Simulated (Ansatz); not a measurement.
# AgCl (Chlorargyrite, Fm-3m): a volume series of phonon spectra, part 3 of 4

Wanted: mode Grüneisen parameters of AgCl (Chlorargyrite) and a free-energy fit over volumes.

Measurements to reproduce:
- volume expansion coefficient 98.7 1e-6/K near room temperature (given in “Descriptors for thermal expansion in solids”, 2017, arXiv:1701.03966)
- heat capacity C_P per formula unit 53 J/mol/K near room temperature (given in “High-Throughput Prediction of Finite-Temperature Properties using the Quasi-Harmonic Approximation”, 2016, arXiv:1603.06924)

Ansatz 0.2.0; DFT LDA, scalar-relativistic, plane waves, PAW.

So far, highest frequency (cm⁻¹): step 5 (lattice dynamics at this volume, V/V0 1) 212.

The database entry behind the starting cell differs from later determinations by our own check (an axis about 1.4 % short against later determinations), so it need not match the best structure at ambient conditions.

**7. Lattice dynamics at this volume, V/V0 1.015**

Phonons at this volume give one point of F(V, T); meshes stay fixed along the series.

The input, input.yaml:

```yaml
crystal:
  lattice:
    - [0.0, 2.6903865102, 2.6903865102]
    - [2.6903865102, 0.0, 2.6903865102]
    - [2.6903865102, 2.6903865102, 0.0]
  atoms:
    - { symbol: Ag, position: [0.0, 0.0, 0.0] }
    - { symbol: Cl, position: [0.5, 0.5, 0.5] }
kpoints:
  mp_grid: { grid: [8, 8, 8] }
hamiltonian:
  xc: lda
scf:
  occupations: { method: fixed }
output:
  eigenvalues: true
phonons:
  method: dfpt
  dielectric: true
  rigid_motions: translations
  qmesh: [4, 4, 4]
  temperatures: { t_max: 1000, t_step: 50 }
  qpath:
    path:
      - [[0.0, 0.0, 0.0], [0.5, 0.0, 0.5], [0.625, 0.25, 0.625]]
      - [[0.375, 0.375, 0.75], [0.0, 0.0, 0.0], [0.5, 0.5, 0.5], [0.5, 0.25, 0.75], [0.5, 0.0, 0.5]]
    npoints: 10
```

Run with:

```sh
$ ansatz run input.yaml --threads 4 --pin off --max-ram 8192MiB --backend cpu --events-out ev --progress --plain --runs-dir out
```

Numbers of over 12 decimals in the logs are rounded to 6 here.

The log of the run:

```text
[...]
Crystal: 2 atoms, lattice volume = 38.947 Å³
Basis set: ecut = 420 eV, 749 PW (Γ), exchange–correlation on 54×54×54 points (8 copies of the dense FFT grid, shifted against one another)
Bands: 17, of which v1, the nominal top of the filled ones, is band 13 counted from 1 (12 counted from 0)
Symmetry: 48 space group operations
k-points: 59 of 512 (irreducible under 8 space group operations, time reversal used)
[...]
optical modes at Γ + LO–TO along q̂ = [0.0000, 1.0000, 0.0000]:
      ω (cm⁻¹)  modes    IR ((D/Å)²/amu)
        122.76      2             3.4930
        177.59      1             1.7465
  optical modes at Γ + LO–TO along q̂ = [0.0000, 0.0000, 1.0000]:
      ω (cm⁻¹)  modes    IR ((D/Å)²/amu)
        122.76      2             3.4930
        177.59      1             1.7465
--- Phonons (arbitrary-q DFPT): 8 irreducible q on the 4×4×4 mesh ---
[...]
interpolated dispersion: 63 rows × 6 modes
[...]
[key lines of the parts left out:]
SCF converged after 7 iterations
Free energy (F): -8502.926056 eV
Fermi energy:    9.414873 eV
```

Elapsed: 60 s, on 4 threads of Intel Xeon Platinum 8488C (Sapphire Rapids), shared host; peak memory 1.1 GiB; 3.6 min of CPU time.

LO-TO term included. Phonon branches along the path, in cm⁻¹:

| point | branch 1 | branch 2 | branch 3 | branch 4 | branch 5 | branch 6 |
| --- | --- | --- | --- | --- | --- | --- |
| Γ | 0 | 0 | 0 | 123 | 123 | 178 |
| halfway | 24 | 24 | 88 | 144 | 144 | 170 |
| X | 34 | 34 | 55 | 162 | 162 | 200 |
| halfway | 37 | 49 | 54 | 155 | 168 | 198 |
| U | 44 | 50 | 73 | 134 | 178 | 191 |
| jump to K | 44 | 50 | 73 | 134 | 178 | 191 |
| halfway | 29 | 51 | 78 | 88 | 149 | 184 |
| Γ | 0 | 0 | 0 | 123 | 123 | 178 |
| halfway | 36 | 36 | 78 | 105 | 105 | 192 |
| L | 52 | 52 | 69 | 69 | 106 | 206 |
| halfway | 47 | 57 | 90 | 105 | 144 | 200 |
| W | 46 | 46 | 81 | 145 | 183 | 183 |
| halfway | 38 | 53 | 60 | 154 | 169 | 196 |
| X | 34 | 34 | 55 | 162 | 162 | 200 |

The phonon branches as a text plot (rows in cm⁻¹):

```
    202 |           ****                      *********       ***
    193 |         **    ***                 **         **   **
    184 |        *         *********     ***             ***
    176 |***    *       *** *       *****                  **
    167 |   ****      **     **                         *    ***
    159 |        *******       *                       *      ***
    150 |       *       *       *                           **
    142 |    ***         *       *                    *  ***
    133 |   *             *       **
    124 |***                        ******           *  *
    116 |                  *        *     **        *  *
    107 |                         **        *   ****  *
     99 |                   ***              ***     *
     90 |      **           *  ***           **     ****
     82 |    **  *         * ** **          *  *   **   ****
     73 |         **      *                     ****        *
     64 |   *            *     *  **       *                 *
     56 |           *****    ***          *      ********    ****
     47 |  *           * ****   *   *         *** ***********
     39 |             ****  ***  *       *  **              *****
     30 |       ******         ** **       *                    *
     21 | *  ***                 *****  * *
     13 |  **                       **   *
      4 |**                          ****
         Γ           X  U|K            Γ         L        W     X
```

No mode is imaginary beyond numerical noise at the solved wavevectors. The highest zone-centre mode (no LO–TO term) moved by -5.5 % for a volume change of +1.5 %.

**8. A cell at another volume, V/V0 0.985**

Symmetry fixes every atom, so a single point at the scaled cell gives the energy and pressure of this member.

The cell differs from the one that the last finished run ended in (a 3.805 → 3.767 Å, b 3.805 → 3.767 Å, c 3.805 → 3.767 Å).

input.yaml, the sections that differ from step 7:

```yaml
crystal:
  lattice:
    - [0.0, 2.6636147191, 2.6636147191]
    - [2.6636147191, 0.0, 2.6636147191]
    - [2.6636147191, 2.6636147191, 0.0]
  atoms:
    - { symbol: Ag, position: [0.0, 0.0, 0.0] }
    - { symbol: Cl, position: [0.5, 0.5, 0.5] }
output:
  forces: true
  stress: true
  eigenvalues: true
  write_density: true
  write_potential: true
  elf: true
  volumetric_format: npy
# kpoints, hamiltonian, scf: as in step 7
# phonons: removed
```

The log of the run:

```text
[...]
Crystal: 2 atoms, lattice volume = 37.796 Å³
Basis set: ecut = 420 eV, 725 PW (Γ)
Bands: 17, of which v1, the nominal top of the filled ones, is band 13 counted from 1 (12 counted from 0)
Symmetry: 48 space group operations
[...]
k-points: 29 of 512
[...]
--- Band table (eV; the first three rows and the last of 29) ---
  k-point 0: bands = [... 9 lower, 6.9510, 7.1643, 7.1643, 7.1643, 10.6192, 20.4819, 20.4819, 20.4819]
  k-point 1: bands = [... 9 lower, 6.9777, 7.2992, 8.0303, 8.0303, 11.4356, 19.0878, 20.1937, 20.1937]
  k-point 2: bands = [... 9 lower, 7.1513, 7.4795, 8.9657, 8.9657, 12.8341, 17.5035, 18.8407, 18.8407]
  k-point 28: bands = [... 9 lower, 7.5123, 7.5753, 7.6190, 8.4088, 14.1300, 17.6400, 17.6400, 17.7696]
[key lines of the parts left out:]
SCF converged after 7 iterations
Free energy (F): -8502.925918 eV
Fermi energy:    9.985825 eV
P = ⅓ Tr σ = 1.0944 GPa (10.944 kbar)
```

It took 0.56 s on 4 threads; peak memory 0.36 GiB.

The run ends at a pressure of 1.09 GPa.

**9. Lattice dynamics at this volume, V/V0 0.985**

Phonons at this volume give one point of F(V, T); meshes stay fixed along the series.

input.yaml, the sections that differ from step 8:

```yaml
output:
  eigenvalues: true
phonons:
  method: dfpt
  dielectric: true
  rigid_motions: translations
  qmesh: [4, 4, 4]
  temperatures: { t_max: 1000, t_step: 50 }
  qpath:
    path:
      - [[0.0, 0.0, 0.0], [0.5, 0.0, 0.5], [0.625, 0.25, 0.625]]
      - [[0.375, 0.375, 0.75], [0.0, 0.0, 0.0], [0.5, 0.5, 0.5], [0.5, 0.25, 0.75], [0.5, 0.0, 0.5]]
    npoints: 10
# crystal, kpoints, hamiltonian, scf: as in step 8
```

The log of the run:

```text
[...]
Crystal: 2 atoms, lattice volume = 37.796 Å³
Basis set: ecut = 420 eV, 725 PW (Γ), exchange–correlation on 54×54×54 points (8 copies of the dense FFT grid, shifted against one another)
Bands: 17, of which v1, the nominal top of the filled ones, is band 13 counted from 1 (12 counted from 0)
Symmetry: 48 space group operations
k-points: 59 of 512 (irreducible under 8 space group operations, time reversal used)
[...]
optical modes at Γ + LO–TO along q̂ = [0.0000, 1.0000, 0.0000]:
      ω (cm⁻¹)  modes    IR ((D/Å)²/amu)
        137.09      2             3.4241
        187.38      1             1.7121
  optical modes at Γ + LO–TO along q̂ = [0.0000, 0.0000, 1.0000]:
      ω (cm⁻¹)  modes    IR ((D/Å)²/amu)
        137.09      2             3.4241
        187.38      1             1.7121
--- Phonons (arbitrary-q DFPT): 8 irreducible q on the 4×4×4 mesh ---
[...]
interpolated dispersion: 63 rows × 6 modes
[...]
[key lines of the parts left out:]
SCF converged after 8 iterations
Free energy (F): -8502.925919 eV
Fermi energy:    9.985819 eV
```

It took 56 s on 4 threads; peak memory 1.1 GiB; 3.5 min of CPU time.

No mode is imaginary beyond numerical noise at the solved wavevectors. The highest zone-centre mode (no LO–TO term) moved by +5.5 % for a volume change of -1.5 %.

**10. Single point at a scaled cell, V/V0 1.03**

Symmetry fixes every atom, so a single point at the scaled cell gives the energy and pressure of this member.

The cell differs from the one that the last finished run ended in (a 3.767 → 3.823 Å, b 3.767 → 3.823 Å, c 3.767 → 3.823 Å).

input.yaml, the sections that differ from step 9:

```yaml
crystal:
  lattice:
    - [0.0, 2.7035748901, 2.7035748901]
    - [2.7035748901, 0.0, 2.7035748901]
    - [2.7035748901, 2.7035748901, 0.0]
  atoms:
    - { symbol: Ag, position: [0.0, 0.0, 0.0] }
    - { symbol: Cl, position: [0.5, 0.5, 0.5] }
output:
  forces: true
  stress: true
  eigenvalues: true
# kpoints, hamiltonian, scf: as in step 9
# phonons: removed
```

The log of the run:

```text
[...]
Crystal: 2 atoms, lattice volume = 39.523 Å³
Basis set: ecut = 420 eV, 749 PW (Γ)
Bands: 17, of which v1, the nominal top of the filled ones, is band 13 counted from 1 (12 counted from 0)
Symmetry: 48 space group operations
[...]
k-points: 29 of 512
[...]
--- Band table (eV; the first three rows and the last of 29) ---
  k-point 0: bands = [... 9 lower, 6.3301, 6.5175, 6.5175, 6.5175, 9.7596, 19.6671, 19.6671, 19.6671]
  k-point 1: bands = [... 9 lower, 6.3536, 6.6433, 7.3333, 7.3333, 10.5519, 18.2906, 19.3643, 19.3643]
  k-point 2: bands = [... 9 lower, 6.5099, 6.8100, 8.2037, 8.2037, 11.9303, 16.6763, 18.0224, 18.0224]
  k-point 28: bands = [... 9 lower, 6.8411, 6.8915, 6.9114, 7.6975, 13.2191, 16.7988, 16.7988, 16.9023]
[key lines of the parts left out:]
SCF converged after 7 iterations
Free energy (F): -8502.920838 eV
Fermi energy:    9.142240 eV
P = ⅓ Tr σ = -1.8986 GPa (-18.986 kbar)
```

Run time: 0.52 s. Hardware: 4 threads; peak memory 0.36 GiB; 1.3 s of CPU time.

The run ends at a pressure of -1.90 GPa.

**11. Lattice dynamics at this volume, V/V0 1.03**

The same q-mesh and k-mesh are kept at every volume, so that much of their error can cancel in the differences.

input.yaml, the sections that differ from step 10:

```yaml
output:
  eigenvalues: true
phonons:
  method: dfpt
  dielectric: true
  rigid_motions: translations
  qmesh: [4, 4, 4]
  temperatures: { t_max: 1000, t_step: 50 }
  qpath:
    path:
      - [[0.0, 0.0, 0.0], [0.5, 0.0, 0.5], [0.625, 0.25, 0.625]]
      - [[0.375, 0.375, 0.75], [0.0, 0.0, 0.0], [0.5, 0.5, 0.5], [0.5, 0.25, 0.75], [0.5, 0.0, 0.5]]
    npoints: 10
# crystal, kpoints, hamiltonian, scf: as in step 10
```

The log of the run:

```text
[...]
Crystal: 2 atoms, lattice volume = 39.523 Å³
Basis set: ecut = 420 eV, 749 PW (Γ), exchange–correlation on 54×54×54 points (8 copies of the dense FFT grid, shifted against one another)
Bands: 17, of which v1, the nominal top of the filled ones, is band 13 counted from 1 (12 counted from 0)
Symmetry: 48 space group operations
k-points: 59 of 512 (irreducible under 8 space group operations, time reversal used)
[...]
optical modes at Γ + LO–TO along q̂ = [0.0000, 1.0000, 0.0000]:
      ω (cm⁻¹)  modes    IR ((D/Å)²/amu)
        115.62      2             3.5265
        172.93      1             1.7632
  optical modes at Γ + LO–TO along q̂ = [0.0000, 0.0000, 1.0000]:
      ω (cm⁻¹)  modes    IR ((D/Å)²/amu)
        115.62      2             3.5265
        172.93      1             1.7632
--- Phonons (arbitrary-q DFPT): 8 irreducible q on the 4×4×4 mesh ---
[...]
interpolated dispersion: 63 rows × 6 modes
[...]
[key lines of the parts left out:]
SCF converged after 7 iterations
Free energy (F): -8502.920838 eV
Fermi energy:    9.142239 eV
```

Wall time 57 s (4 threads); peak memory 1.1 GiB.

No mode is imaginary beyond numerical noise at the solved wavevectors. The highest zone-centre mode (no LO–TO term) moved by -11.0 % for a volume change of +3.0 %.

**12. Single point at a scaled cell, V/V0 0.97**

Symmetry fixes every atom, so a single point at the scaled cell gives the energy and pressure of this member.

The cell differs from the one that the last finished run ended in (a 3.823 → 3.748 Å, b 3.823 → 3.748 Å, c 3.823 → 3.748 Å).

input.yaml, the sections that differ from step 11:

```yaml
crystal:
  lattice:
    - [0.0, 2.6500246117, 2.6500246117]
    - [2.6500246117, 0.0, 2.6500246117]
    - [2.6500246117, 2.6500246117, 0.0]
  atoms:
    - { symbol: Ag, position: [0.0, 0.0, 0.0] }
    - { symbol: Cl, position: [0.5, 0.5, 0.5] }
output:
  forces: true
  stress: true
  eigenvalues: true
  write_density: true
  write_potential: true
  elf: true
  volumetric_format: npy
# kpoints, hamiltonian, scf: as in step 11
# phonons: removed
```

The log of the run:

```text
[...]
Crystal: 2 atoms, lattice volume = 37.220 Å³
Basis set: ecut = 420 eV, 725 PW (Γ)
Bands: 17, of which v1, the nominal top of the filled ones, is band 13 counted from 1 (12 counted from 0)
Symmetry: 48 space group operations
[...]
k-points: 29 of 512
[...]
--- Band table (eV; the first three rows and the last of 29) ---
  k-point 0: bands = [... 9 lower, 7.1689, 7.3942, 7.3942, 7.3942, 10.9265, 20.7703, 20.7703, 20.7703]
  k-point 1: bands = [... 9 lower, 7.1967, 7.5307, 8.2769, 8.2769, 11.7509, 19.3687, 20.4861, 20.4861]
  k-point 2: bands = [... 9 lower, 7.3766, 7.7155, 9.2354, 9.2354, 13.1551, 17.7956, 19.1295, 19.1295]
  k-point 28: bands = [... 9 lower, 7.7488, 7.8161, 7.8691, 8.6595, 14.4528, 17.9362, 17.9362, 18.0763]
[key lines of the parts left out:]
SCF converged after 7 iterations
Free energy (F): -8502.919869 eV
Fermi energy:    10.284935 eV
P = ⅓ Tr σ = 2.2922 GPa (22.922 kbar)
```

The job ended after 0.49 s (4 threads; peak memory 0.35 GiB; 1.3 s of CPU time).

The run ends at a pressure of 2.29 GPa.

**13. Lattice dynamics at this volume, V/V0 0.97**

The same q-mesh and k-mesh are kept at every volume, so that much of their error can cancel in the differences.

input.yaml, the sections that differ from step 12:

```yaml
output:
  eigenvalues: true
phonons:
  method: dfpt
  dielectric: true
  rigid_motions: translations
  qmesh: [4, 4, 4]
  temperatures: { t_max: 1000, t_step: 50 }
  qpath:
    path:
      - [[0.0, 0.0, 0.0], [0.5, 0.0, 0.5], [0.625, 0.25, 0.625]]
      - [[0.375, 0.375, 0.75], [0.0, 0.0, 0.0], [0.5, 0.5, 0.5], [0.5, 0.25, 0.75], [0.5, 0.0, 0.5]]
    npoints: 10
# crystal, kpoints, hamiltonian, scf: as in step 12
```

The log of the run:

```text
[...]
Crystal: 2 atoms, lattice volume = 37.220 Å³
Basis set: ecut = 420 eV, 725 PW (Γ), exchange–correlation on 54×54×54 points (8 copies of the dense FFT grid, shifted against one another)
Bands: 17, of which v1, the nominal top of the filled ones, is band 13 counted from 1 (12 counted from 0)
Symmetry: 48 space group operations
k-points: 59 of 512 (irreducible under 8 space group operations, time reversal used)
[...]
optical modes at Γ + LO–TO along q̂ = [0.0000, 1.0000, 0.0000]:
      ω (cm⁻¹)  modes    IR ((D/Å)²/amu)
        144.32      2             3.3887
        192.51      1             1.6943
  optical modes at Γ + LO–TO along q̂ = [0.0000, 0.0000, 1.0000]:
      ω (cm⁻¹)  modes    IR ((D/Å)²/amu)
        144.32      2             3.3887
        192.51      1             1.6943
--- Phonons (arbitrary-q DFPT): 8 irreducible q on the 4×4×4 mesh ---
[...]
interpolated dispersion: 63 rows × 6 modes
[...]
[key lines of the parts left out:]
SCF converged after 8 iterations
Free energy (F): -8502.919869 eV
Fermi energy:    10.284928 eV
```

The job ended after 56 s (4 threads; peak memory 1.1 GiB; 3.5 min of CPU time).

No mode is imaginary beyond numerical noise at the solved wavevectors. The highest zone-centre mode (no LO–TO term) moved by +11.1 % for a volume change of -3.0 %.

**14. A cell at another volume, V/V0 1.05**

Symmetry fixes every atom, so a single point at the scaled cell gives the energy and pressure of this member.

The cell differs from the one that the last finished run ended in (a 3.748 → 3.848 Å, b 3.748 → 3.848 Å, c 3.748 → 3.848 Å).

input.yaml, the sections that differ from step 13:

```yaml
crystal:
  lattice:
    - [0.0, 2.7209617016, 2.7209617016]
    - [2.7209617016, 0.0, 2.7209617016]
    - [2.7209617016, 2.7209617016, 0.0]
  atoms:
    - { symbol: Ag, position: [0.0, 0.0, 0.0] }
    - { symbol: Cl, position: [0.5, 0.5, 0.5] }
output:
  forces: true
  stress: true
  eigenvalues: true
# kpoints, hamiltonian, scf: as in step 13
# phonons: removed
```

The log of the run:

```text
[...]
Crystal: 2 atoms, lattice volume = 40.290 Å³
Basis set: ecut = 420 eV, 749 PW (Γ)
Bands: 17, of which v1, the nominal top of the filled ones, is band 13 counted from 1 (12 counted from 0)
Symmetry: 48 space group operations
[...]
k-points: 29 of 512
[...]
--- Band table (eV; the first three rows and the last of 29) ---
  k-point 0: bands = [... 9 lower, 6.0688, 6.2491, 6.2491, 6.2491, 9.4051, 19.3275, 19.3275, 19.3275]
  k-point 1: bands = [... 9 lower, 6.0910, 6.3689, 7.0424, 7.0424, 10.1867, 17.9567, 19.0170, 19.0170]
  k-point 2: bands = [... 9 lower, 6.2403, 6.5297, 7.8859, 7.8859, 11.5549, 16.3305, 17.6800, 17.6800]
  k-point 28: bands = [... 9 lower, 6.5598, 6.6047, 6.6157, 7.3996, 12.8398, 16.4463, 16.4463, 16.5405]
[key lines of the parts left out:]
SCF converged after 7 iterations
Free energy (F): -8502.909100 eV
Fermi energy:    8.791211 eV
P = ⅓ Tr σ = -2.9824 GPa (-29.824 kbar)
```

Elapsed: 0.45 s, on 4 threads; peak memory 0.35 GiB.

The run ends at a pressure of -2.98 GPa.

[end of part 3 of 4]

[Logs are printed without paths, hosts, clocks, repeated set-up lines and the standing remarks that a program may print on its own settings, such as how far it seeks lower states.]

[Hosts, paths, dates, database ids (printed as entryN), source tags and the programs' standing remarks are cut or masked in the printed files.]

[A step with changed settings may run another functional than the one named; its input shows which.]

[Of the runs on displaced cells, only some may be shown.]
